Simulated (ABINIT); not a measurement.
# Quasiparticle gap of CsH (Fm-3m) in ABINIT, part 3 of 3

Aim: the G0W0 gap of CsH (Fm-3m) on LDA, step by step.

ABINIT 10.8.3; LDA and many-body steps on it, plane waves. Known limits of the many-body steps: not at the basis limit; no spin-orbit coupling.

So far. Step 4 (Empty states on the mesh, 4×4×4 mesh, 51 bands): On this mesh the gap is 1.956 eV. Step 5 (Screening, 4×4×4 mesh, 47 bands, screening to 106.1 eV): Local fields lower ε∞ by 14 %.

The database entry behind the starting cell differs from later determinations by our own check (0.1 to 0.3 % short, probably kX units), so it need not match the best structure at ambient conditions.

## (6) Self-energy, 4×4×4 mesh, 47 bands, screening to 106.1 eV

The self-energy is evaluated for the states that the input lists, and the levels follow from it, in one-shot runs by the linearised quasiparticle equation.

This step: G0W0 on LDA, plane waves, norm-conserving pseudopotentials.

run.abi

```
acell 3*1.0 Angstrom
rprim 
  -0.000000000000 3.188000000000 3.188000000000
  3.188000000000 -0.000000000000 3.188000000000
  3.188000000000 3.188000000000 -0.000000000000
ntypat 2
znucl 55 1
natom 2
typat 1 2
xred 
  0.000000000000 0.000000000000 0.000000000000
  0.500000000000 0.500000000000 0.500000000000
pp_dirpath "pseudos"
pseudos "Cs.upf, H.upf"
ecut 31
ngkpt 4 4 4
nshiftk 1
shiftk 0 0 0
kptopt 1
chksymbreak 0
istwfk *1
occopt 1
irdwfk 1
optdriver 4
nband 47
gwcalctyp 0
ecutsigx 31
symsigma 1
nkptgw 2
kptgw 
  0.5000000000 0.0000000000 0.0000000000
  0.0000000000 0.0000000000 0.0000000000
bdgw 
  3 8
  2 8
ecuteps 3.9
irdscr 1
ppmodel 1
indata_prefix "in"
outdata_prefix "out"
tmpdata_prefix "tmp"
```

Command:

```sh
$ OMP_NUM_THREADS=1 mpirun -n 4 abinit run.abi > log
```

Numbers of over 12 decimals in the logs are rounded to 6 here.

What it wrote:

```text
.Version 10.8.3 of ABINIT. v10.8.2 released Aug 2026.

 Symmetries : space group Fm -3 m (#225); Bravais cF (face-center cubic)
[... echo of the input left out ...]
== DATASET  1 ==================================================================
-   mpi_nproc: 4, omp_nthreads: 1 (-1 if OMP is not activated)

--- !DatasetInfo
iteration_state: {dtset: 1, }
dimensions: {natom: 2, nkpt: 8, mband: 47, nsppol: 1, nspinor: 1, nspden: 1, mpw: 3647, }
cutoff_energies: {ecut:  31.0, pawecutdg:  -1.0, }
electrons: {nelect:   1.00000000E+01, charge:   0.00000000E+00, occopt:   1.00000000E+00, tsmear:   1.00000000E-02, }

 SIGMA: Calculation of the GW corrections

 Based on a program developped by R.W. Godby, V. Olevano, G. Onida, and L. Reining.
 Incorporated in ABINIT by V. Olevano, G.-M. Rignanese, and M. Torrent.
.Using double precision arithmetic ; gwpc =  8

[... cell and pseudopotentials left out ...]
--------------------------------------------------------------------------------

 ==== K-mesh for the wavefunctions ====
 Number of points in the irreducible wedge :     8
[... list of points left out ...]
 Together with 48 symmetry operations and time-reversal symmetry
 yields    64 points in the full Brillouin Zone.

 ==== Q-mesh for screening function ====
 Number of points in the irreducible wedge :     8
[... list of points left out ...]
 Together with 48 symmetry operations and time-reversal symmetry
 yields    64 points in the full Brillouin Zone.

 vcoul_init : cutoff-mode = AUXILIARY_FUNCTION
 q-points for optical limit:   1
     1)      0.000010    0.000020    0.000030
 setmesh: FFT mesh size selected  =    45x   45x   45
          total number of points  =        91125

 Number of electrons calculated from density =   10.0000; Expected =   10.0000
 average of density, n =  0.022867
 r_s =    2.1856
 omega_plasma =   14.5870 [eV]

 === KS Band Gaps ===
  >>>> For spin  1
   Minimum direct gap =   1.9563 [eV], located at k-point      :   0.5000  0.0000  0.0000
   Fundamental gap    =   1.9563 [eV], Top of valence bands at :   0.5000  0.0000  0.0000
                                       Bottom of conduction at :   0.5000  0.0000  0.0000
 SIGMA fundamental parameters:
 PLASMON POLE MODEL  1
 number of plane-waves for SigmaX                 3647
 number of plane-waves for SigmaC and W            169
 number of plane-waves for wavefunctions          3647
 number of bands                                    47
 number of independent spin polarizations            1
 number of spinorial components                      1
 number of k-points in IBZ                           8
 number of q-points in IBZ                           8
 number of symmetry operations                      48
 number of k-points in BZ                           64
 number of q-points in BZ                           64
 number of frequencies for dSigma/dE                 9
 frequency step for dSigma/dE [eV]                0.25
 number of omega for Sigma on real axis              0
 max omega for Sigma on real axis  [eV]           0.00
 zcut for avoiding poles [eV]                     0.10

 EPSILON^-1 parameters (SCR file):
 dimension of the eps^-1 matrix on file            169
 dimension of the eps^-1 matrix used               169
 number of plane-waves for wavefunctions          3647
 number of bands                                    47
 number of q-points in IBZ                           8
 number of frequencies                               2
 number of real frequencies                          1
 number of imag frequencies                          1

 matrix elements of self-energy operator (all in [eV])

 Perturbative Calculation

--- !SelfEnergy_ee
iteration_state: {dtset: 1, }
kpoint     : [   0.500,    0.000,    0.000, ]
spin       : 1
KS_gap     :    1.956
QP_gap     :    4.019
Delta_QP_KS:    2.063
data: !SigmaeeData |
     Band     E0 <VxcDFT>   SigX SigC(E0)      Z dSigC/dE  Sig(E)    E-E0       E
        3  -6.239 -12.949 -17.428   2.583   0.782  -0.278 -14.432  -1.484  -7.723
        4  -6.239 -12.949 -17.428   2.583   0.782  -0.278 -14.432  -1.484  -7.723
        5   1.748 -10.145 -13.340   1.751   0.776  -0.289 -11.265  -1.121   0.627
        6   3.704  -6.808  -2.820  -2.856   0.833  -0.201  -5.866   0.942   4.646
        7   6.327  -8.086  -3.583  -3.019   0.823  -0.216  -6.865   1.221   7.548
        8   6.327  -8.086  -3.583  -3.019   0.823  -0.216  -6.865   1.221   7.548

--- !SelfEnergy_ee
iteration_state: {dtset: 1, }
kpoint     : [   0.000,    0.000,    0.000, ]
spin       : 1
KS_gap     :    6.878
QP_gap     :    9.324
Delta_QP_KS:    2.446
data: !SigmaeeData |
     Band     E0 <VxcDFT>   SigX SigC(E0)      Z dSigC/dE  Sig(E)    E-E0       E
        2  -6.143 -13.045 -17.504   2.569   0.783  -0.277 -14.525  -1.480  -7.623
        3  -6.143 -13.045 -17.504   2.569   0.783  -0.277 -14.525  -1.480  -7.623
        4  -6.143 -13.045 -17.504   2.569   0.783  -0.277 -14.525  -1.480  -7.623
        5  -0.114  -8.411 -11.824   1.890   0.772  -0.296  -9.586  -1.175  -1.289
        6   6.764  -8.085  -3.323  -3.207   0.818  -0.223  -6.814   1.271   8.036
        7   6.764  -8.085  -3.323  -3.207   0.818  -0.223  -6.814   1.271   8.036
        8   6.764  -8.085  -3.323  -3.207   0.818  -0.223  -6.814   1.271   8.036

== END DATASET(S) ==============================================================
================================================================================

 -outvars: echo values of variables after computation  --------
           etotal      0.0000000000E+00
            nband          47
             nkpt           8
          spgroup         225
 [... the other variables as echoed above ...]

 Calculation completed.
```

The job ended after 8.8 s (4 MPI ranks of Arm Neoverse N1, shared host; peak memory 0.57 GiB; 35 s of CPU time).

Numbers from this step:

* G0W0 gap on the points computed: 4.019 eV
* starting gap on the mesh: 1.956 eV
* k of the valence top: 0.5, 0, 0
* k of the conduction bottom: 0.5, 0, 0
* Z at the valence top: 0.776
* Z at the conduction bottom: 0.833
* least direct G0W0 gap on the computed points: 4.019 eV

The gap on the mesh goes from 1.96 eV to 4.02 eV, a correction of +2.06 eV.

Limits: finite bands, cutoff and mesh; no spin-orbit coupling. v1 is the top filled band, c1 the lowest empty one. The levels before and after the correction (eV, zero at the valence-band top of each column):

|  | conduction bottom | valence top |
| --- | --- | --- |
| Kohn-Sham | 1.96 | 0.00 |
| G0W0 | 4.02 | 0.00 |

|  | level | energy (eV) |
| --- | --- | --- |
| Kohn-Sham | (0.5 0 0) v3-v2 | -7.987 |
| Kohn-Sham | (0.5 0 0) v1 | 0.000 |
| Kohn-Sham | (0.5 0 0) c1 | 1.956 |
| Kohn-Sham | (0.5 0 0) c2-c3 | 4.579 |
| G0W0 | (0.5 0 0) v3-v2 | -8.350 |
| G0W0 | (0.5 0 0) v1 | 0.000 |
| G0W0 | (0.5 0 0) c1 | 4.019 |
| G0W0 | (0.5 0 0) c2-c3 | 6.921 |

## (7) Where the time went

Times are wall times on 4 MPI ranks of Arm Neoverse N1, shared host, good to a factor of about two.

| step | time | share | memory (GiB) |
| --- | --- | --- | --- |
| ground state | 12 s | 15 % | 0.32 |
| bands along the symmetry lines | 25 s | 32 % | 0.29 |
| empty states on the mesh | 21 s | 27 % | 0.28 |
| screening | 12 s | 16 % | 0.62 |
| self-energy | 8.8 s | 11 % | 0.57 |

## (8) Summary of results

```json
{
  "LDA gap": "1.96 eV, direct",
  "G0W0 gap on the mesh": "4.02 eV",
  "GW settings": "4×4×4 mesh, 47 bands, screening to 106.1 eV, Godby-Needs plasmon pole",
  "known limits": "not at the basis limit; no spin-orbit coupling"
}
```

In words: G0W0 moves the gap on the mesh from 1.96 eV to 4.02 eV (+2.06 eV), with Z of 0.78 and 0.83 at the edges. Local fields lower the RPA ε∞ on this mesh from 3.76 to 3.24. Only 2 of the mesh's irreducible points were corrected, so a valley elsewhere could overtake. Bands and cutoff are finite, so the gap is not at the basis limit. The miss can reach some tenths of an eV and take either sign; the mesh is an error of its own. In the G0W0 run levels were corrected at 2 k points alone, so a gap called «on the mesh» is the least over those, and an edge elsewhere would be missed. The many-body steps are scalar-relativistic: spin-orbit coupling is not in them.

[Paths, hosts, dates, memory and timing lines, banners, echoed tables and standing remarks are left out of the program output.]

[Logs are printed without paths, hosts, clocks, repeated set-up lines and the standing remarks that a program may print on its own settings, such as how far it seeks lower states.]

[Runs of the session that timed out or met a known fault of the program may be left out.]

[Hosts, paths, dates, database ids (printed as entryN), source tags and the programs' standing remarks are cut or masked in the printed files.]

[G0W0 gaps are taken among the corrected bands and points alone; a level outside them can change the order at an edge.]

[Where Ansatz stands beside ABINIT at settings called matched, ABINIT's density can come from a denser mesh and the files from another edition; pairs whose starting gaps differed by over 0.03 eV were left out, so agreement reads better than it is.]
